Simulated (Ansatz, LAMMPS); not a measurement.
# Relaxing ionic liquid EMIM+ methanesulfonate with Li salt, from a frame at 450 K (144 atoms), part 2 of 3

Wanted: the relaxed structure of ionic liquid EMIM+ methanesulfonate with Li salt, from a frame at 450 K (144 atoms) and its electronic structure.

Ansatz 0.2.0; Kohn-Sham DFT, LDA, PAW (set soft_2), plane waves.

The cell: 36 C, 10 N, 73 H, 6 S, 18 O and 1 Li. The network of contacts between molecules at the start is that of the classical potential that made the cell. The functional has no dispersion term. The density was typed from a rule of thumb and may lie off the real one at this temperature. Only the Γ point is sampled, in a cell whose shortest periodic width is 11 Å.

So far. Step 3 (Single point at the start): Neighbours are counted within 1.34 Å (H-C), 1.85 Å (C-C), 1.79 Å (C-N), 2.21 Å (C-S), 1.88 Å (O-S), 2.38 Å (O-Li).

## 4. Relaxation

The atoms are relaxed in the fixed cell, aiming at the force tolerance of the input.

input.yaml

```yaml
crystal:
  lattice:
    - [11.44905, 0.0, 0.0]
    - [0.0, 11.44905, 0.0]
    - [0.0, 0.0, 11.44905]
  atoms:
    [... the 144 atom lines of step 3 ...]
kpoints:
  mp_grid: { grid: [1, 1, 1] }
hamiltonian:
  xc: lda
scf:
  occupations: { method: fixed }
output:
  forces: true
relax:
  f_tol: 0.05
  max_steps: 200
```

The run is started by

```sh
$ ansatz run input.yaml --threads 4 --pin off --max-ram 8192MiB --backend cpu --events-out ev --progress --plain --runs-dir out
```

Numbers of over 12 decimals in the logs are rounded to 6 here.

What it wrote:

```text
[...]
Crystal: 144 atoms, lattice volume = 1500.750 Å³
Basis set: ecut = 420 eV, 29423 PW (Γ)
Bands: 351, of which v1, the nominal top of the filled ones, is band 207 counted from 1 (206 counted from 0)
Symmetry: 1 space group operations
[...]
k-points: 1
[...]
SCF iter   1: F=—  HF=-29034.286930 eV  |F-HF|=—  |Δ(HF+E_count)|=         —  Δρ=1.09e-2  dr2=1.37e0  ethr=1.77e-3  ⟨swp⟩=4.0  Hψ=1179  notcnv=0  defer=141
[...]
SCF iter   3: F=—  HF=-29033.805720 eV  |F-HF|=—  |Δ(HF+E_count)|=   7.52e-2  Δρ=2.01e-3  dr2=6.23e-2  ethr=5.83e-5  ⟨swp⟩=2.0  Hψ=412  notcnv=0  defer=59
automatic band count: iteration 3 solves 268 bands in place of 351: the levels show a gap, and the empty bands left out lie too high to hold charge; the band table lists the bands solved (type scf.n_extra_bands for more)
SCF iter   4: F=—  HF=-29033.786740 eV  |F-HF|=—  |Δ(HF+E_count)|=   1.90e-2  Δρ=4.40e-4  dr2=4.37e-3  ethr=1.51e-5  ⟨swp⟩=3.0  Hψ=422  notcnv=0  defer=59
[...]
SCF iter   7: F=-29033.786133 eV  HF=-29033.786139 eV  |F-HF|=5.51e-6  |Δ(HF+E_count)|=   1.98e-5  Δρ=3.81e-5  dr2=2.34e-5  ethr=1.51e-8  ⟨swp⟩=3.0  Hψ=941  notcnv=0
SCF 1 converged in 7 iterations: F = -29033.786133 eV  dr2 = 2.34e-5
[...]
relax step   1: F+E_penalty+E_count = -29033.78613321 eV  Δ(F+E_penalty+E_count) = +0.000e0 eV  max|allowed force component| = 3.767e0 eV/Å  Δτ_max = 0.0000 Å  (7 SCF iters, dr2 threshold 6.25e-5 eV, accepted)
[... from here on, the SCF cycles and remarks between the steps are left out ...]
relax step   2: F+E_penalty+E_count = -29039.67827910 eV  Δ(F+E_penalty+E_count) = -5.892e0 eV  max|allowed force component| = 2.256e0 eV/Å  Δτ_max = 0.1944 Å  (7 SCF iters, dr2 threshold 1.00e-4 eV, accepted)
relax step   3: F+E_penalty+E_count = -29041.14790349 eV  Δ(F+E_penalty+E_count) = -1.470e0 eV  max|allowed force component| = 8.560e-1 eV/Å  Δτ_max = 0.1935 Å  (7 SCF iters, dr2 threshold 1.00e-4 eV, accepted)
relax step   4: F+E_penalty+E_count = -29041.58359588 eV  Δ(F+E_penalty+E_count) = -4.357e-1 eV  max|allowed force component| = 4.570e-1 eV/Å  Δτ_max = 0.1944 Å  (6 SCF iters, dr2 threshold 1.00e-4 eV, accepted)
relax step   5: F+E_penalty+E_count = -29041.91691241 eV  Δ(F+E_penalty+E_count) = -3.333e-1 eV  max|allowed force component| = 3.243e-1 eV/Å  Δτ_max = 0.1941 Å  (7 SCF iters, dr2 threshold 3.01e-5 eV, accepted)
relax step   6: F+E_penalty+E_count = -29042.15415802 eV  Δ(F+E_penalty+E_count) = -2.372e-1 eV  max|allowed force component| = 3.653e-1 eV/Å  Δτ_max = 0.1951 Å  (7 SCF iters, dr2 threshold 3.00e-5 eV, accepted)
relax step   7: F+E_penalty+E_count = -29042.36986173 eV  Δ(F+E_penalty+E_count) = -2.157e-1 eV  max|allowed force component| = 4.882e-1 eV/Å  Δτ_max = 0.1915 Å  (6 SCF iters, dr2 threshold 6.72e-5 eV, accepted)
relax step   8: F+E_penalty+E_count = -29042.55155650 eV  Δ(F+E_penalty+E_count) = -1.817e-1 eV  max|allowed force component| = 5.193e-1 eV/Å  Δτ_max = 0.1946 Å  (6 SCF iters, dr2 threshold 1.00e-4 eV, accepted)
relax step   9: F+E_penalty+E_count = -29042.69862086 eV  Δ(F+E_penalty+E_count) = -1.471e-1 eV  max|allowed force component| = 5.503e-1 eV/Å  Δτ_max = 0.1941 Å  (6 SCF iters, dr2 threshold 1.00e-4 eV, accepted)
relax step  10: F+E_penalty+E_count = -29042.82303639 eV  Δ(F+E_penalty+E_count) = -1.244e-1 eV  max|allowed force component| = 5.257e-1 eV/Å  Δτ_max = 0.1918 Å  (6 SCF iters, dr2 threshold 1.00e-4 eV, accepted)
relax step  11: F+E_penalty+E_count = -29042.95261296 eV  Δ(F+E_penalty+E_count) = -1.296e-1 eV  max|allowed force component| = 3.445e-1 eV/Å  Δτ_max = 0.2000 Å  (6 SCF iters, dr2 threshold 1.00e-4 eV, accepted)
relax step  12: F+E_penalty+E_count = -29043.05969033 eV  Δ(F+E_penalty+E_count) = -1.071e-1 eV  max|allowed force component| = 2.700e-1 eV/Å  Δτ_max = 0.1956 Å  (7 SCF iters, dr2 threshold 5.10e-5 eV, accepted)
relax step  13: F+E_penalty+E_count = -29043.11936639 eV  Δ(F+E_penalty+E_count) = -5.968e-2 eV  max|allowed force component| = 4.522e-1 eV/Å  Δτ_max = 0.1948 Å  (7 SCF iters, dr2 threshold 3.13e-5 eV, accepted)
relax step  14: F+E_penalty+E_count = -29043.17331159 eV  Δ(F+E_penalty+E_count) = -5.395e-2 eV  max|allowed force component| = 4.650e-1 eV/Å  Δτ_max = 0.1641 Å  (6 SCF iters, dr2 threshold 1.00e-4 eV, accepted)
relax step  15: F+E_penalty+E_count = -29043.23586300 eV  Δ(F+E_penalty+E_count) = -6.255e-2 eV  max|allowed force component| = 3.042e-1 eV/Å  Δτ_max = 0.1764 Å  (6 SCF iters, dr2 threshold 1.00e-4 eV, accepted)
relax step  16: F+E_penalty+E_count = -29043.28792903 eV  Δ(F+E_penalty+E_count) = -5.207e-2 eV  max|allowed force component| = 3.010e-1 eV/Å  Δτ_max = 0.1950 Å  (7 SCF iters, dr2 threshold 3.96e-5 eV, accepted)
relax step  17: F+E_penalty+E_count = -29043.31796225 eV  Δ(F+E_penalty+E_count) = -3.003e-2 eV  max|allowed force component| = 4.171e-1 eV/Å  Δτ_max = 0.1610 Å  (7 SCF iters, dr2 threshold 3.88e-5 eV, accepted)
relax step  18: F+E_penalty+E_count = -29043.35581284 eV  Δ(F+E_penalty+E_count) = -3.785e-2 eV  max|allowed force component| = 3.913e-1 eV/Å  Δτ_max = 0.0799 Å  (5 SCF iters, dr2 threshold 1.00e-4 eV, accepted)
relax step  19: F+E_penalty+E_count = -29043.39902281 eV  Δ(F+E_penalty+E_count) = -4.321e-2 eV  max|allowed force component| = 2.682e-1 eV/Å  Δτ_max = 0.1228 Å  (6 SCF iters, dr2 threshold 1.00e-4 eV, accepted)
relax step  20: F+E_penalty+E_count = -29043.42019725 eV  Δ(F+E_penalty+E_count) = -2.117e-2 eV  max|allowed force component| = 2.221e-1 eV/Å  Δτ_max = 0.1612 Å  (7 SCF iters, dr2 threshold 3.38e-5 eV, accepted)
relax step  21: F+E_penalty+E_count = -29043.43493120 eV  Δ(F+E_penalty+E_count) = -1.473e-2 eV  max|allowed force component| = 2.431e-1 eV/Å  Δτ_max = 0.1115 Å  (6 SCF iters, dr2 threshold 2.32e-5 eV, accepted)
relax step  22: F+E_penalty+E_count = -29043.44724654 eV  Δ(F+E_penalty+E_count) = -1.232e-2 eV  max|allowed force component| = 2.613e-1 eV/Å  Δτ_max = 0.1145 Å  (6 SCF iters, dr2 threshold 4.05e-5 eV, accepted)
relax step  23: F+E_penalty+E_count = -29043.45983787 eV  Δ(F+E_penalty+E_count) = -1.259e-2 eV  max|allowed force component| = 3.464e-1 eV/Å  Δτ_max = 0.1957 Å  (6 SCF iters, dr2 threshold 6.83e-5 eV, accepted)
relax step  24: F+E_penalty+E_count = -29043.46815452 eV  Δ(F+E_penalty+E_count) = -8.317e-3 eV  max|allowed force component| = 4.277e-1 eV/Å  Δτ_max = 0.1458 Å  (6 SCF iters, dr2 threshold 1.00e-4 eV, accepted)
[...]
relax step  31: F+E_penalty+E_count = -29043.55012897 eV  Δ(F+E_penalty+E_count) = -6.486e-3 eV  max|allowed force component| = 1.383e-1 eV/Å  Δτ_max = 0.1153 Å  (9 SCF iters, accepted)
[...]
relax step  46: F+E_penalty+E_count = -29043.63333475 eV  Δ(F+E_penalty+E_count) = -2.107e-3 eV  max|allowed force component| = 1.434e-1 eV/Å  Δτ_max = 0.0537 Å  (6 SCF iters, dr2 threshold 2.02e-5 eV, accepted)
relax step  47: F+E_penalty+E_count = -29043.63617443 eV  Δ(F+E_penalty+E_count) = -2.840e-3 eV  max|allowed force component| = 1.103e-1 eV/Å  Δτ_max = 0.0474 Å  (6 SCF iters, dr2 threshold 1.86e-5 eV, accepted)
relax step  48: F+E_penalty+E_count = -29043.63943503 eV  Δ(F+E_penalty+E_count) = -3.261e-3 eV  max|allowed force component| = 7.391e-2 eV/Å  Δτ_max = 0.1067 Å  (7 SCF iters, dr2 threshold 7.21e-6 eV, accepted)
relax step  49: F+E_penalty+E_count = -29043.64115514 eV  Δ(F+E_penalty+E_count) = -1.720e-3 eV  max|allowed force component| = 7.525e-2 eV/Å  Δτ_max = 0.0503 Å  (9 SCF iters, accepted)
relax step  50: F+E_penalty+E_count = -29043.64316055 eV  Δ(F+E_penalty+E_count) = -2.005e-3 eV  max|allowed force component| = 8.598e-2 eV/Å  Δτ_max = 0.0697 Å  (7 SCF iters, dr2 threshold 2.54e-6 eV, accepted)
relax step  51: F+E_penalty+E_count = -29043.64460872 eV  Δ(F+E_penalty+E_count) = -1.448e-3 eV  max|allowed force component| = 1.027e-1 eV/Å  Δτ_max = 0.0755 Å  (6 SCF iters, dr2 threshold 7.39e-6 eV, accepted)
relax step  52: F+E_penalty+E_count = -29043.64562746 eV  Δ(F+E_penalty+E_count) = -1.019e-3 eV  max|allowed force component| = 1.009e-1 eV/Å  Δτ_max = 0.0584 Å  (6 SCF iters, dr2 threshold 1.06e-5 eV, accepted)
relax step  53: F+E_penalty+E_count = -29043.64674492 eV  Δ(F+E_penalty+E_count) = -1.117e-3 eV  max|allowed force component| = 7.265e-2 eV/Å  Δτ_max = 0.0428 Å  (6 SCF iters, dr2 threshold 9.82e-6 eV, accepted)
relax step  54: F+E_penalty+E_count = -29043.64778033 eV  Δ(F+E_penalty+E_count) = -1.035e-3 eV  max|allowed force component| = 4.836e-2 eV/Å  Δτ_max = 0.0457 Å  (7 SCF iters, dr2 threshold 2.74e-6 eV, accepted)
relax step  55: F+E_penalty+E_count = -29043.64778043 eV  Δ(F+E_penalty+E_count) = -1.033e-7 eV  max|allowed force component| = 4.843e-2 eV/Å  Δτ_max = 0.0000 Å  (3 SCF iters, accepted)
SCF converged after 3 iterations
Free energy (F): -29043.647780 eV
[...]
Internal energy: -29043.647780 eV  (E = F + TS)
E sigma→0 (E₀):  -29043.647780 eV
Fermi energy:    -0.221561 eV
[...]
--- Forces (eV/Å), atoms counted from 1 ---
  atom   1  C     -0.00119732     0.00271601     0.00229497
  atom   2  C      0.00072593     0.00254400     0.00185549
  atom   3  N      0.01001205     0.00229896     0.00335391
  atom   4  C     -0.00168418     0.01040115    -0.01254709
  atom   5  C      0.00264170    -0.01539634     0.00422076
  atom   6  N     -0.00860825    -0.01018866    -0.00282778
  atom   7  C     -0.00157195     0.00171002    -0.00102893
  atom   8  C     -0.01015344     0.01231300     0.00959204
  atom   9  H     -0.00132250    -0.00349727    -0.00148549
  atom  10  H      0.00058964     0.00050997     0.00013899
  atom  11  H     -0.00013381     0.00010094     0.00013454
  atom  12  H      0.00128953    -0.00362429     0.00025159
  atom  13  H     -0.00076675    -0.00144362    -0.00083481
  atom  14  H      0.00311281     0.00120468    -0.00228350
[...]
atom 143  H     -0.00555496    -0.00489043     0.00362885
  atom 144  Li    -0.00306266     0.00168297    -0.00009216
  max |Σ_I F_I| component: 7.61e-5 eV/Å
--- Relaxed structure (55 steps of the walk, 55 accepted, 0 SCFs on fresh bases) ---
  F+E_penalty+E_count = -29043.64778043 eV   max|allowed force component| = 4.843e-2 eV/Å
  atoms:
    - { symbol: C, position: [0.886197, 0.166031, 0.449612] }
    - { symbol: C, position: [0.755979, 0.177681, 0.439410] }
    - { symbol: N, position: [0.698862, 0.066770, 0.415130] }
    - { symbol: C, position: [0.735026, 0.980262, 0.340929] }
[...]
- { symbol: Li, position: [0.149427, 0.956791, 0.925219] }
```

The job ended after 4.1 min (4 threads of Intel Xeon Platinum 8488C (Sapphire Rapids), shared host; peak memory 1.6 GiB).

Step by step (22 of 55):

| step | energy less that of the first step (eV) | largest force component (eV/Å) |
| --- | --- | --- |
| 1 | 0.0000 | 3.7669 |
| 4 | -7.7975 | 0.4570 |
| 6 | -8.3680 | 0.3653 |
| 9 | -8.9125 | 0.5503 |
| 11 | -9.1665 | 0.3445 |
| 14 | -9.3872 | 0.4650 |
| 16 | -9.5018 | 0.3010 |
| 19 | -9.6129 | 0.2682 |
| 22 | -9.6611 | 0.2613 |
| 24 | -9.6820 | 0.4277 |
| 27 | -9.7200 | 0.5064 |
| 29 | -9.7429 | 0.3351 |
| 32 | -9.7707 | 0.1244 |
| 34 | -9.7898 | 0.1318 |
| 37 | -9.8124 | 0.1555 |
| 40 | -9.8288 | 0.1181 |
| 42 | -9.8361 | 0.1627 |
| 45 | -9.8451 | 0.1506 |
| 47 | -9.8500 | 0.1103 |
| 50 | -9.8570 | 0.0860 |
| 52 | -9.8595 | 0.1009 |
| 55 | -9.8616 | 0.0484 |

The atoms that moved most (Å):

| atom | dx | dy | dz | length |
| --- | --- | --- | --- | --- |
| H87 | -0.185 | -0.101 | 2.914 | 2.922 |
| H86 | -0.080 | -0.033 | 2.915 | 2.916 |
| H89 | -1.168 | 1.196 | 2.207 | 2.769 |
| H90 | -1.507 | 1.524 | 1.546 | 2.642 |
| C77 | -0.382 | -0.256 | 2.496 | 2.538 |
| H85 | -0.454 | -1.184 | 2.118 | 2.468 |
| H91 | -1.673 | 1.667 | -0.233 | 2.373 |
| H141 | 0.423 | -1.738 | -1.520 | 2.347 |

The relaxation changed the energy by -68.5 meV/atom, and atoms moved by 1.2 Å r.m.s., 2.9 Å at most.

## 5. Distances and neighbours after relaxation

Density 1.25 g/cm³, 10.42 Å³ an atom.

g(r), total and by pair (bins of 0.2 Å):

| r (Å) | total | H-H | H-C | H-O | H-N | H-S | H-Li |
| --- | --- | --- | --- | --- | --- | --- | --- |
| 1.00 | 0.74 | 0.00 | 2.95 | 0.00 | 0.00 | 0.00 | 0.00 |
| 1.20 | 2.64 | 0.00 | 10.40 | 0.00 | 0.00 | 0.00 | 0.00 |
| 1.40 | 1.59 | 0.00 | 0.00 | 0.00 | 0.00 | 0.00 | 0.00 |
| 1.60 | 0.07 | 0.00 | 0.00 | 0.00 | 0.00 | 0.00 | 0.00 |
| 1.80 | 1.10 | 3.67 | 0.00 | 0.27 | 0.00 | 0.00 | 0.00 |
| 2.00 | 0.44 | 0.11 | 0.00 | 0.68 | 3.99 | 0.00 | 0.00 |
| 2.20 | 1.31 | 0.27 | 1.67 | 1.77 | 4.23 | 0.00 | 0.00 |
| 2.40 | 1.03 | 1.21 | 0.04 | 1.29 | 0.00 | 4.42 | 0.00 |
| 2.60 | 0.66 | 0.98 | 0.53 | 0.54 | 0.13 | 0.00 | 0.00 |
| 2.80 | 1.07 | 1.00 | 1.36 | 2.35 | 1.50 | 0.86 | 1.06 |
| 3.00 | 0.80 | 1.25 | 0.83 | 0.61 | 0.18 | 1.67 | 1.88 |
| 3.20 | 1.02 | 0.59 | 1.36 | 0.83 | 1.40 | 1.73 | 3.23 |
| 3.40 | 0.76 | 0.68 | 1.02 | 0.79 | 0.78 | 1.18 | 0.72 |
| 3.60 | 1.00 | 0.90 | 0.83 | 1.52 | 0.43 | 0.85 | 0.00 |
| 3.80 | 0.99 | 1.20 | 0.69 | 1.25 | 0.74 | 1.14 | 1.10 |
| 4.00 | 0.99 | 0.97 | 1.06 | 1.24 | 0.97 | 0.59 | 2.07 |
| 4.20 | 1.11 | 1.14 | 1.10 | 1.18 | 1.27 | 1.24 | 0.00 |
| 4.40 | 0.86 | 0.71 | 0.92 | 0.78 | 0.88 | 1.06 | 0.86 |
| 4.60 | 1.05 | 1.02 | 1.19 | 0.92 | 0.93 | 0.84 | 2.29 |
| 4.80 | 1.00 | 1.09 | 1.02 | 0.90 | 1.28 | 0.94 | 0.37 |
| 5.00 | 0.99 | 1.12 | 0.98 | 0.80 | 0.69 | 1.26 | 0.67 |
| 5.20 | 1.00 | 1.02 | 0.91 | 0.67 | 0.94 | 0.91 | 0.61 |
| 5.40 | 1.06 | 1.18 | 0.98 | 0.84 | 0.90 | 0.74 | 0.86 |
| 5.60 | 1.08 | 0.97 | 1.23 | 0.88 | 1.15 | 0.95 | 1.82 |

(Continued in part 3 of 3.)

[Logs are printed without paths, hosts, clocks, repeated set-up lines and the standing remarks that a program may print on its own settings, such as how far it seeks lower states.]

[Hosts, paths, dates, database ids (printed as entryN), source tags and the programs' standing remarks are cut or masked in the printed files.]
